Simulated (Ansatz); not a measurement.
# Starting-point dependence of the GW gap of CaTiN2 (Pmmn)

One-shot GW is not self-consistent; how far does the start matter for CaTiN2 (Pmmn)?

Calculated with Ansatz 0.2.0; G0W0 on several functionals, plane waves, PAW.

Most raw output is cut from this account.

In doubt: masses and optical values from hybrid runs of this build are listed as unsure (steps 3, 4), which bears on the screening that GW takes from such a start.

### 1. Set-up

The structure is orthorhombic, space group Pmmn (No. 59). The conventional cell has a = 3.613 Å, b = 3.937 Å, c = 7.542 Å, α = 90.00°, β = 90.00°, γ = 90.00°. Ca has 7 N at 2.37 to 3.02 Å nearest. Nearest to Ti lie 5 N at 1.84 to 2.03 Å. Nearest to N lie 4 Ti at 2.02 to 2.03 Å and 2 Ca at 3.02 Å. Nearest to N lie 1 Ti at 1.84 Å and 5 Ca at 2.37 to 2.67 Å. Farther neighbours and most contacts between anions are not listed.

Coordinates:

```
Ca Ti N
1.0
     3.61310    0.00000    0.00000
     0.00000    3.93650    0.00000
     0.00000    0.00000    7.54210
Ca Ti N
2 2 4
Direct
  0.00000 0.50000 0.84964
  0.50000 0.00000 0.15036
  0.00000 0.50000 0.40755
  0.50000 0.00000 0.59245
  0.50000 0.50000 0.52833
  0.00000 0.00000 0.47167
  0.00000 0.50000 0.16420
  0.50000 0.00000 0.83580
```

Geometry: measured cell, ions relaxed with r2SCAN. The runs that relaxed it are not among those shown. The default PAW set here is soft_2. Its files were made with PBE.

### 2. G0W0 on r2SCAN

Now the one-shot GW correction: screening in the RPA, then the self-energy of the levels asked for.

This step: G0W0 on r2SCAN, plane waves, PAW.

File input.yaml:

```yaml
crystal:
  lattice:
    - [3.6131, 0.0, 0.0]
    - [0.0, 3.9365, 0.0]
    - [0.0, 0.0, 7.5421]
  atoms:
    - { symbol: Ca, position: [0.0, 0.5, 0.8496394539] }
    - { symbol: Ca, position: [0.5, 0.0, 0.1503605461] }
    - { symbol: Ti, position: [0.0, 0.5, 0.407547735] }
    - { symbol: Ti, position: [0.5, 0.0, 0.592452265] }
    - { symbol: "N", position: [0.5, 0.5, 0.5283250645] }
    - { symbol: "N", position: [0.0, 0.0, 0.4716749355] }
    - { symbol: "N", position: [0.0, 0.5, 0.1641950872] }
    - { symbol: "N", position: [0.5, 0.0, 0.8358049128] }
kpoints:
  mp_grid: { grid: [4, 4, 2] }
hamiltonian:
  xc: r2scan
scf:
  occupations: { method: fixed }
gw:
  n_empty_bands: 320
  ecut_chi: 120
  qp_bands: [v2, c2]
  qp_kpoints: band_edges
  screening: { model: contour_deformation }
```

On the command line:

```bash
ansatz run input.yaml --threads 3 --pin off --max-ram 64512MiB --backend cuda --events-out ev --progress --plain --runs-dir out --devices 1 --max-vram 24GiB  # rebuilt from the run's record
```

Elapsed: 16 s, on 1 × NVIDIA H100 80GB HBM3 (shared by 3 runs) with 3 threads of AMD EPYC 7R13 (Zen 3), shared host; peak memory 1.8 GiB; 30 s of CPU time.

Numbers from this step:

- bands summed: 352
- RPA ε∞ on this mesh (eigenvalues): 6.671, 9.242, 10.57
- plane waves in the screening matrix: 325
- q-points in the mesh: 32
- G0W0 gap on the mesh: 1.789 eV
- k of the valence top: 0, 0, 0
- k of the conduction bottom: 0, 0, 0
- starting gap on the mesh: 1.070 eV
- Z at the valence top: 0.7298
- Z at the conduction bottom: 0.7280
- least direct G0W0 gap on the computed points: 1.789 eV

The gap on the mesh goes from 1.07 eV to 1.79 eV, a correction of +0.72 eV, though a band edge has moved to another state.

### 3. G0W0 on HSE06

One-shot GW remembers its start. Another functional's orbitals and levels show by how much.

This step: G0W0 on HSE06, plane waves, PAW.

Edit input.yaml of step 2 so:

```diff
@@ -17,3 +17,3 @@
 hamiltonian:
-  xc: r2scan
+  xc: hse06
 scf:
```

Wall time 35 s (1 × NVIDIA H100 80GB HBM3 (shared by 3 runs) with 3 threads); peak memory 1.9 GiB.

This step gave:

```
bands summed                                 : 352
RPA ε∞ on this mesh (eigenvalues)            : 5.605, 6.379, 6.410
plane waves in the screening matrix          : 325
q-points in the mesh                         : 32
G0W0 gap on the mesh                         : 2.114 eV
k of the valence top                         : 0, 0, 0
k of the conduction bottom                   : 0, 0, 0
starting gap on the mesh                     : 1.831 eV
Z at the valence top                         : 0.7665
Z at the conduction bottom                   : 0.7684
least direct G0W0 gap on the computed points : 2.114 eV
```

Against the run with 4×4×2 mesh, 320 empty bands, screening to 120 eV on r2SCAN, the gap moves by +0.32 eV, while the start moved by +0.76 eV.

### 4. G0W0 on PBE0

This step: G0W0 on PBE0, plane waves, PAW.

Edit input.yaml of step 3 so:

```diff
@@ -17,3 +17,3 @@
 hamiltonian:
-  xc: hse06
+  xc: pbe0
 scf:
```

The job ended after 27 s (1 × NVIDIA H100 80GB HBM3 (shared by 3 runs) with 3 threads; peak memory 1.9 GiB).

Numbers from this step:

- bands summed: 352
- RPA ε∞ on this mesh (eigenvalues): 5.134, 5.467, 5.602
- plane waves in the screening matrix: 325
- G0W0 gap on the mesh: 2.336 eV
- k of the valence top: 0, 0, 0
- k of the conduction bottom: 0, 0, 0
- starting gap on the mesh: 2.532 eV
- least direct G0W0 gap on the computed points: 2.336 eV

Against the run with 4×4×2 mesh, 320 empty bands, screening to 120 eV on HSE06, the gap moves by +0.22 eV, while the start moved by +0.70 eV.

### 5. The starts together

All on the 4×4×2 mesh with 320 empty bands and screening to 120 eV. Times are wall times on 1 × NVIDIA H100 80GB HBM3 (shared by 3 runs) with 3 threads of AMD EPYC 7R13 (Zen 3), shared host, good to a factor of about two.

| start | starting gap (eV) | shift (eV) | G0W0 gap (eV) | RPA ε∞ (harmonic mean) | Z (valence, conduction) | time |
| --- | --- | --- | --- | --- | --- | --- |
| r2SCAN | 1.07 | +0.72 | 1.79 | 8.51 | 0.73, 0.73 | 16 s |
| HSE06 | 1.83 | +0.28 | 2.11 | 6.11 | 0.77, 0.77 | 35 s |
| PBE0 | 2.53 | −0.20 | 2.34 | 5.39 | 0.78, 0.78 | 27 s |

How the two edges are built up, in eV (the quasiparticle level is the starting level plus Σx plus Σc less Vxc):

| run | edge | start | Σx | Σc | Vxc | Z | QP |
| --- | --- | --- | --- | --- | --- | --- | --- |
| r2SCAN | valence top | 9.70 | -21.54 | 2.63 | -19.07 | 0.73 | 9.85 |
| r2SCAN | conduction bottom | 10.89 | -12.25 | -6.09 | -19.10 | 0.73 | 11.64 |
| HSE06 | valence top | 9.24 | -21.67 | 2.57 | -19.44 | 0.77 | 9.58 |
| HSE06 | conduction bottom | 11.25 | -11.69 | -5.71 | -17.84 | 0.77 | 11.70 |
| PBE0 | valence top | 8.89 | -21.69 | 2.48 | -19.80 | 0.78 | 9.49 |
| PBE0 | conduction bottom | 11.60 | -11.67 | -5.58 | -17.47 | 0.78 | 11.83 |

For a hybrid start, Vxc holds its share of exact exchange. Where G0W0 reorders the edges (r2SCAN, HSE06 and PBE0), the two states listed lie further apart at the start than the starting gap.

### 6. What came out

| Property | Result |
| --- | --- |
| G0W0@r2SCAN | 1.79 eV (start 1.07 eV) |
| G0W0@HSE06 | 2.11 eV (start 1.83 eV) |
| G0W0@PBE0 | 2.34 eV (start 2.53 eV) |
| known limits | not at the basis limit; coarse k mesh |

The starting gaps span 1.46 eV and the G0W0 gaps 0.55 eV. Between r2SCAN and PBE0, 0.55 eV of the 1.46 eV survives, 37 %. PBE0 screens less than r2SCAN (ε∞ 5.39 against 8.51). Of the 0.55 eV by which its G0W0 gap is higher, the correlation part gives +0.66 eV, and exchange with the one-particle terms, which follow the orbitals, −0.12 eV. On PBE0 the correction is negative: that start lies above its own G0W0 value. The smallest correction, −0.20 eV, is on PBE0, the start nearest to reproducing itself. Bands and cutoff are finite, so the gap is not at the basis limit. The miss can reach some tenths of an eV and take either sign; the mesh is an error of its own. The 4×4×2 mesh is coarse for this cell (its supercell is 14 Å along the shortest edge). The RPA ε∞ on it, from the r2SCAN start, is 6.67, 9.24 and 10.57; such meshes misread the long-range screening, most where the gap is narrow. The program warns that the mesh is coarse for exact exchange, which bears on the hybrid start's gap.

[Paths, hosts, dates, memory and timing lines, banners, echoed tables and standing remarks are left out of the program output.]

[Logs are printed without paths, hosts, clocks, repeated set-up lines and the standing remarks that a program may print on its own settings, such as how far it seeks lower states.]

[Runs of the session that timed out or met a known fault of the program may be left out.]

[Cells called generated may have been cut or substituted from an entry of the Crystallography Open Database or the Materials Project.]

[Hosts, paths, dates, database ids (printed as entryN), source tags and the programs' standing remarks are cut or masked in the printed files.]
